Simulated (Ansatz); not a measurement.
# Electron scattering at the Σ5 (210) boundary in fcc Al, part 2 of 3

How much does the Σ5 (210) boundary in fcc Al reflect electrons?

Ansatz 0.2.0; Ansatz plane-wave DFT, PBEsol, PAW files; relaxation of a bicrystal slab with its lowest layers held; PAW set soft_1 (the session's first sound run).

So far. Step 2 (Relaxing the bicrystal): The largest force component on a free atom ends at 0.015 eV/Å, under the tolerance of 0.03, after 16 steps.

## 3. Transmission across the boundary

Bulk layers of each grain are laid under and over the relaxed boundary, and a lead is named in the middle of each, away from the free faces. The mesh across the current, 18×18, is finer than the density's, because channels open and close sharply across the zone. Energies from -0.1 to 0.1 eV in steps of 0.05 eV are too few for the program's thermal sum, so it prints no conductance; for a metal the transmission near the Fermi level serves, at a fraction of the cost.

This step: Ansatz plane-wave DFT, PBEsol, PAW files; ballistic transport by layer matching (Landauer), zero bias; boundary relaxed in a short slab, bulk layers laid on; PAW set soft_1 (Ansatz 0.2.0).

System of this step: Σ5 (210) boundary in fcc Al. The cell holds 47 atoms: 47 Al. Cell: a = 4.958 Å, b = 4.048 Å, c = 49.911 Å, α = 90.0°, β = 90.0°, γ = 65.9°. It derives from Al. Regions: lower grain, 19 atoms (19 Al); boundary, 13 atoms (13 Al); upper grain, 15 atoms (15 Al). Vacuum lies along c.

input.yaml reads:

```yaml
crystal:
  lattice:
    - [4.957730497, 0.0, 0.0]
    - [1.6525768323, 3.6952741352, 0.0]
    - [0.0, 0.0, 49.9112623019]
  atoms:
    - { symbol: Al, position: [-15.0, 7.5000000002, 0.0801422327] }
    - { symbol: Al, position: [-14.4, 7.2000000002, 0.0982774905] }
    - { symbol: Al, position: [-13.8, 6.9000000002, 0.1164127484] }
    - { symbol: Al, position: [-13.2, 6.6000000002, 0.1345480062] }
    - { symbol: Al, position: [-12.6, 6.3000000002, 0.152683264] }
    - { symbol: Al, position: [-12.0, 6.0000000002, 0.1708185218] }
    - { symbol: Al, position: [-11.4, 5.7000000001, 0.1889537796] }
    - { symbol: Al, position: [-10.8, 5.4000000001, 0.2070890374] }
    - { symbol: Al, position: [-10.2, 5.1000000001, 0.2252242952] }
    - { symbol: Al, position: [-9.6, 4.8000000001, 0.243359553] }
    - { symbol: Al, position: [-9.0, 4.5000000001, 0.2614948108] }
    - { symbol: Al, position: [-8.4, 4.2000000001, 0.2796300686] }
    - { symbol: Al, position: [-7.8, 3.9000000001, 0.2977653264] }
    - { symbol: Al, position: [-7.2, 3.6000000001, 0.3159005842] }
    - { symbol: Al, position: [-6.6, 3.3000000001, 0.334035842] }
    - { symbol: Al, position: [-6.0, 3.0, 0.3521710998] }
    - { symbol: Al, position: [-5.4, 2.7, 0.3703063576] }
    - { symbol: Al, position: [-4.8, 2.4, 0.3884416154] }
    - { symbol: Al, position: [-4.2, 2.1, 0.4065768732] }
    - { symbol: Al, position: [0.4, 0.8, 0.424712131] }
    - { symbol: Al, position: [1.0065934182, 0.4967032909, 0.4426663188] }
    - { symbol: Al, position: [0.6117629694, 0.1941185153, 0.4608187632] }
    - { symbol: Al, position: [0.2156035369, 0.8921982316, 0.4777778846] }
    - { symbol: Al, position: [0.8070315296, 0.5964842352, 0.4964836218] }
    - { symbol: Al, position: [0.4131000387, 0.2934499806, 0.5162646248] }
    - { symbol: Al, position: [0.009329448, -0.004664724, 0.5290478234] }
    - { symbol: Al, position: [0.6003734617, 0.6998132691, 0.5545646095] }
    - { symbol: Al, position: [-0.0112902483, 1.0056451242, 0.5798073252] }
    - { symbol: Al, position: [0.3923423858, 0.3038288071, 0.5923852165] }
    - { symbol: Al, position: [0.7850532263, 0.6074733869, 0.6124297742] }
    - { symbol: Al, position: [0.1934676776, 0.9032661612, 0.6309901903] }
    - { symbol: Al, position: [0.5885744539, 0.205712773, 0.6478289002] }
    - { symbol: Al, position: [-5.0114255461, 2.505712773, 0.665964158] }
    - { symbol: Al, position: [-5.6114255461, 2.8057127731, 0.6840994158] }
    - { symbol: Al, position: [-6.2114255461, 3.1057127731, 0.7022346736] }
    - { symbol: Al, position: [-6.8114255461, 3.4057127731, 0.7203699314] }
    - { symbol: Al, position: [-7.4114255461, 3.7057127731, 0.7385051892] }
    - { symbol: Al, position: [-8.0114255461, 4.0057127731, 0.756640447] }
    - { symbol: Al, position: [-8.6114255461, 4.3057127731, 0.7747757048] }
    - { symbol: Al, position: [-9.2114255461, 4.6057127731, 0.7929109626] }
    - { symbol: Al, position: [-9.8114255461, 4.9057127731, 0.8110462204] }
    - { symbol: Al, position: [-10.4114255461, 5.2057127731, 0.8291814782] }
    - { symbol: Al, position: [-11.0114255461, 5.5057127732, 0.847316736] }
    - { symbol: Al, position: [-11.6114255461, 5.8057127732, 0.8654519938] }
    - { symbol: Al, position: [-12.2114255461, 6.1057127732, 0.8835872516] }
    - { symbol: Al, position: [-12.8114255461, 6.4057127732, 0.9017225095] }
    - { symbol: Al, position: [-13.4114255461, 6.7057127732, 0.9198577673] }
kpoints:
  mp_grid: { grid: [7, 7, 1] }
hamiltonian:
  xc: pbesol
  pseudopotentials: { kind: paw, azcp: { folder: soft_1 }, xc_functional: pbe }
scf:
  occupations: { method: fermi_dirac, width: 0.1 }
output:
  transmission:
    leads: [[10, 11], [38, 39]]
    kmesh: [18, 18]
    e_range: [-0.1, 0.1]
    de: 0.05
  write_potential: true
  write_density: true
  volumetric_format: npy
  elf: true
```

Run with:

```bash
> ansatz run input.yaml --threads 4 --pin off --max-ram 15360MiB --backend cpu --events-out ev --progress --plain --runs-dir out
```

Numbers of over 12 decimals in the logs are rounded to 6 here.

What it wrote:

```text
[...]
Crystal: 47 atoms, lattice volume = 914.383 Å³
Basis set: ecut = 420 eV, 17875 PW (Γ)
Bands: 118, of which v1, the nominal top of the filled ones, is band 71 counted from 1 (70 counted from 0)
Symmetry: 2 space group operations
[...]
k-points: 16 of 49 (time reversal used)
[...]
SCF iter   1: F=—  HF=-24654.880962 eV  |F-HF|=—  |Δ(HF+E_count)|=         —  Δρ=2.29e-2  dr2=8.81e1  ethr=3.10e-3  ⟨swp⟩=8.2  Hψ=10551  notcnv=0  defer=87
[...]
SCF iter   9: F=-24650.725957 eV  HF=-24650.725957 eV  |F-HF|=1.35e-8  |Δ(HF+E_count)|=   3.85e-9  Δρ=3.46e-7  dr2=1.47e-8  ethr=7.09e-11  ⟨swp⟩=2.0  Hψ=2573  notcnv=0
SCF 1 converged in 9 iterations: F = -24650.725957 eV  dr2 = 1.47e-8
[...]
transmission: 352 of 3458 steps passed
transmission: 700 of 3458 steps passed
[...]
transmission: 3458 of 3458 steps passed
WARN: The output density's exchange-correlation potential varies sharply where the density is thin. Do not read a vacuum level from v_tot or v_xc, or from such a field of the output density. On a cell that repeats whose density bears no net charge and no dipole along the vacuum's axis use v_es (v_loc + v_h of the components); under efield.dipole_correction with no amplitude use v_es + v_field, which holds any externa [...]
SCF converged after 9 iterations
Free energy (F): -24650.725957 eV
[...]
Internal energy: -24650.126662 eV  (E = F + TS)
E sigma→0 (E₀):  -24650.426310 eV
Entropy (-TS):   -0.599295 eV (-12.751 meV/atom)
Fermi energy:    6.065566 eV
[...]
--- Band table (eV; the first three rows and the last of 16) ---
  k-point 0: bands = [... 67 lower, 6.0417, 6.1299, 6.1582, 6.2373, 6.2581, 6.2786, 6.2862, 6.3093, ... 43 higher]
  k-point 1: bands = [... 67 lower, 5.3036, 5.4315, 5.5518, 5.6137, 5.6687, 5.8434, 5.8926, 5.9594, ... 43 higher]
  k-point 2: bands = [... 67 lower, 5.1359, 5.1571, 5.2483, 5.4343, 5.5662, 5.6451, 5.7586, 5.8729, ... 43 higher]
  k-point 15: bands = [... 67 lower, 6.9842, 7.0357, 7.2154, 7.2907, 7.3861, 7.4331, 7.7843, 7.8916, ... 43 higher]
--- Transmission ---
  basis      : 161 plane waves across, 38 finite elements along
  points     : 91, standing for a mesh of 18 x 18
  energies   : 5 from -0.100000 to 0.100000 eV about the Fermi level, 0.050000 eV apart; the leads are filled to 0.000000 eV, and channels, transmission and decay are at 0.000000 eV
  crystal 0  : Al3, at the sites [10, 11], period 2.7155 Å, over 18.10 Å; its Hamiltonian steps by up to 32.3 meV: too much for a lead, lay more layers or, if its atoms are ordered, name the step of that order
    offset         : up to 0.0000 Å between an atom of the period and one for which it stands
    channels       : 3.552469e0 a spin
    conductance    : none, the energies end too early or step too widely for 300 K: set another output.transmission.e_range or a lower de, or, where they end at an eighth of basis.ecutwfc, a higher one
[...]
channels       : 3.552469e0 a spin
[...]
junction   : crystal 0 to crystal 1, 12.84 to 36.65 Å
    transmission   : 2.321310e0 a spin
[...]
```

It took 10 min on 4 threads of Arm Neoverse N1, shared host; peak memory 3.3 GiB.

The column dr2 measures how far the density is from self-consistency, as an energy; F and HF (Harris–Foulkes) agree once it is small.

This step gave:

```
free energy                                    : -24650.7260 eV
energy at zero smearing                        : -24650.4263 eV
Fermi energy                                   : 6.066 eV
cell area                                      : 18.32 Å²
transmission per spin nearest the Fermi level  : 2.321
open channels per spin nearest the Fermi level : 3.552
open channels per spin, upper lead             : 3.552
step of the lead's potential                   : 32.3 meV
step of the upper lead's potential             : 50.7 meV
```

Per spin. Transmission, zone mean against energy, zero at the Fermi level:

```tsv
energy (eV)	transmission, zone mean
-0.1000	2.24
-0.0500	2.28
0.0000	2.32
0.0500	2.36
0.1000	2.40
```

Per spin. Open channels, zone mean against energy, zero at the Fermi level:

```tsv
energy (eV)	lead	upper lead
-0.1000	3.42	3.42
-0.0500	3.52	3.51
0.0000	3.55	3.55
0.0500	3.63	3.63
0.1000	3.65	3.65
```

Transmission over k1 and k2. At 0.0000 eV from the Fermi level.

Ten even steps from '_' (0.25) to '@' (3.41):
```
======++##++======--____==**==____--
==##%%****%%##====++++**++++**++++==
@@%%**%%**%%@@%%++++**##::##**++++%%
%%##%%%%##%%@@@@%%****----****%%@@@@
%%%%%%%%%%##@@@@@@****::****@@@@@@##
##########**%%@@@@**::::**@@@@%%**##
%%%%%%%%##%%==@@**==++==**@@==%%##%%
++++==++##==**++++++++++++**==##++==
%%%%%%##%%@@@@@@**++**@@@@@@%%##%%%%
++==++##==**++++++++++++**==##++==++
%%%%##%%==@@**==++==**@@==%%##%%%%%%
####**%%@@@@**::::**@@@@%%**########
%%##@@@@@@****::****@@@@@@##%%%%%%%%
%%@@@@%%****----****%%@@@@%%##%%%%##
@@%%++++**##::##**++++%%@@%%**%%**%%
====++++**++++**++++====##%%****%%##
==--____==**==____--======++##++====
____++++====++++______++++====++++__
```
Columns: k1 (b1) from -0.5 to 0.444; rows upwards: k2 (b2) from -0.5 to 0.444.

Open channels over k1 and k2. At 0.0000 eV from the Fermi level.

Values, 12 rows by 16 columns, each cell a mean:
```
3.04 3.33 3.33 3.63 3.63 3.33 3.07 3.00 2.93 2.41 2.89 3.63 3.63 2.67 2.33 2.93
3.70 3.85 3.78 4.07 3.70 4.00 3.74 3.07 3.07 3.74 3.78 3.63 4.00 3.33 3.00 3.59
3.89 3.15 3.67 3.52 3.70 4.00 4.00 4.30 4.00 3.63 2.67 3.63 4.19 4.11 4.00 4.00
3.30 3.00 3.00 3.15 3.33 3.78 4.52 4.96 3.85 2.44 2.44 4.30 4.85 4.33 3.48 3.33
3.67 3.67 3.67 3.52 3.33 3.56 4.44 4.07 3.00 3.07 3.56 4.44 3.70 3.56 3.22 3.59
3.67 3.67 3.67 3.81 4.00 4.67 5.26 4.74 3.15 4.56 5.11 4.81 4.07 3.78 3.74 3.67
3.33 3.26 3.33 3.26 3.81 4.33 3.74 3.07 3.11 4.07 4.33 3.59 3.22 3.44 3.33 3.33
3.33 3.26 3.33 4.15 4.70 4.33 2.70 2.33 3.78 4.74 4.56 3.52 3.15 3.22 3.33 3.33
4.00 4.00 4.00 4.30 4.30 3.78 2.11 3.74 4.07 4.52 4.00 4.00 3.81 3.44 3.33 3.04
4.00 3.85 3.33 3.63 4.00 3.33 3.52 3.96 3.33 3.48 4.00 4.00 3.44 4.11 3.63 3.63
3.00 2.93 2.67 3.11 3.85 3.78 3.41 2.74 3.00 3.00 3.22 3.67 3.85 3.78 3.67 3.67
2.33 2.41 2.67 2.81 3.19 3.11 2.74 2.07 2.33 2.48 3.00 3.00 3.19 3.11 3.00 2.41
```
Columns: k1 (b1) from -0.5 to 0.444; rows upwards: k2 (b2) from -0.5 to 0.444.

ELF in the cb plane at fractional x = 0.000, with atoms of Al within 0.2 Å of it. It is the smooth field of the valence electrons, not physical close to the nuclei.

Values, 6 rows by 16 columns, each cell a mean:
```
0.51 0.60 0.53 0.37 0.31 0.56 0.58 0.55 0.34 0.52 0.63 0.42 0.12 0.02 0.00 0.00
0.58 0.60 0.61 0.54 0.51 0.60 0.59 0.59 0.46 0.59 0.61 0.64 0.38 0.08 0.01 0.00
0.47 0.54 0.57 0.40 0.34 0.60 0.52 0.50 0.17 0.48 0.52 0.72 0.62 0.17 0.02 0.00
0.51 0.56 0.60 0.43 0.38 0.61 0.54 0.54 0.19 0.52 0.55 0.72 0.57 0.15 0.01 0.00
0.57 0.61 0.58 0.54 0.51 0.59 0.61 0.59 0.49 0.58 0.63 0.57 0.29 0.06 0.01 0.00
0.50 0.58 0.52 0.32 0.29 0.55 0.55 0.54 0.29 0.51 0.61 0.38 0.09 0.02 0.00 0.00
```
Columns run along c (16.0 Å, from fractional 0.68 to 1.00 of the cell), rows up along b (4.0 Å). Atoms in or near the plane, at fractional coordinates: Al at (0.76, 0.01), Al at (0.85, 0.51).

Valence density in the cb plane at fractional x = 0.000, with atoms of Al within 0.2 Å of it. It is the smooth field of the valence electrons, not physical close to the nuclei.

Ten even steps from '0' (0.00 e/Å³) to '9' (0.22 e/Å³), each cell a mean:
```
68999878974359988999976567899874311000000000
78999888997789888999987778899975321000000000
99889998998899889998998899889987532100000000
99889999877778999888998679988999753100000000
79888999875567999888985348988999964210000000
69888999865567999878984238988899964210000000
89889999876668999888996469988999863100000000
99889999888888899988999899988998642100000000
88999988998899888999988888899986431100000000
78999888985479888999976667899875321000000000
68999878963249988999975557899864211000000000
```
Columns run along c (16.0 Å, from fractional 0.68 to 1.00 of the cell), rows up along b (4.0 Å). Atoms in or near the plane, at fractional coordinates: Al at (0.76, 0.01), Al at (0.85, 0.51).

Electrostatic potential energy in the cb plane at fractional x = 0.000, with atoms of Al within 0.2 Å of it. With pseudopotentials it is smooth inside the atoms' cores, unlike the true potential.

Ten even steps from '0' (-10 eV) to '9' (10 eV), each cell a mean:
```
87544677405821676313678888654578999999999999
87766777620004787655777778766678999999999999
67777777764457777777764346777777899999999999
15776556777787766678730003687655689999999999
03775214688887644577503840577422578999999999
13775203688987633577505960576411478999999999
04776435788887655678611411677533678999999999
36877667776677776777752125787766789999999999
77777777741126787666776667777778899999999999
87655677502302776434678888755578999999999999
87533677308931676202578988643468999999999999
```
Columns run along c (16.0 Å, from fractional 0.68 to 1.00 of the cell; values clipped at the 3rd and 97th percentile), rows up along b (4.0 Å). Atoms in or near the plane, at fractional coordinates: Al at (0.76, 0.01), Al at (0.85, 0.51).

Over the solved energies the transmission per spin lies between 2.24 and 2.40, out of 3.55 channels of the lead on average (up to 3.65). The log calls the step of a lead's potential too much.

## 4. Specific resistance

This step: Ansatz plane-wave DFT, PBEsol, PAW files; ballistic transport by layer matching (Landauer), zero bias; specific resistance of the boundary; PAW set soft_1 (Ansatz 0.2.0).

Numbers from this step:

- area resistance: 0.3535 fΩ m²
- T over the leads' mean channel count: 0.6530

Averaged over the energies near the Fermi level, 65.3 % of the channels pass, which makes 0.354 fΩ m².

By hand, with T and the leads' channels N averaged over the energies near the Fermi level: RA = A (h/2e²)(1/T − ½[1/N₁ + 1/N₂]) = 18.32×10⁻²⁰ m² × 12 906 Ω × (1/2.321 − ½[1/3.555 + 1/3.552]) = 0.354 fΩ m².

[end of part 2 of 3]

[Logs are printed without paths, hosts, clocks, repeated set-up lines and the standing remarks that a program may print on its own settings, such as how far it seeks lower states.]

[Hosts, paths, dates, database ids (printed as entryN), source tags and the programs' standing remarks are cut or masked in the printed files.]
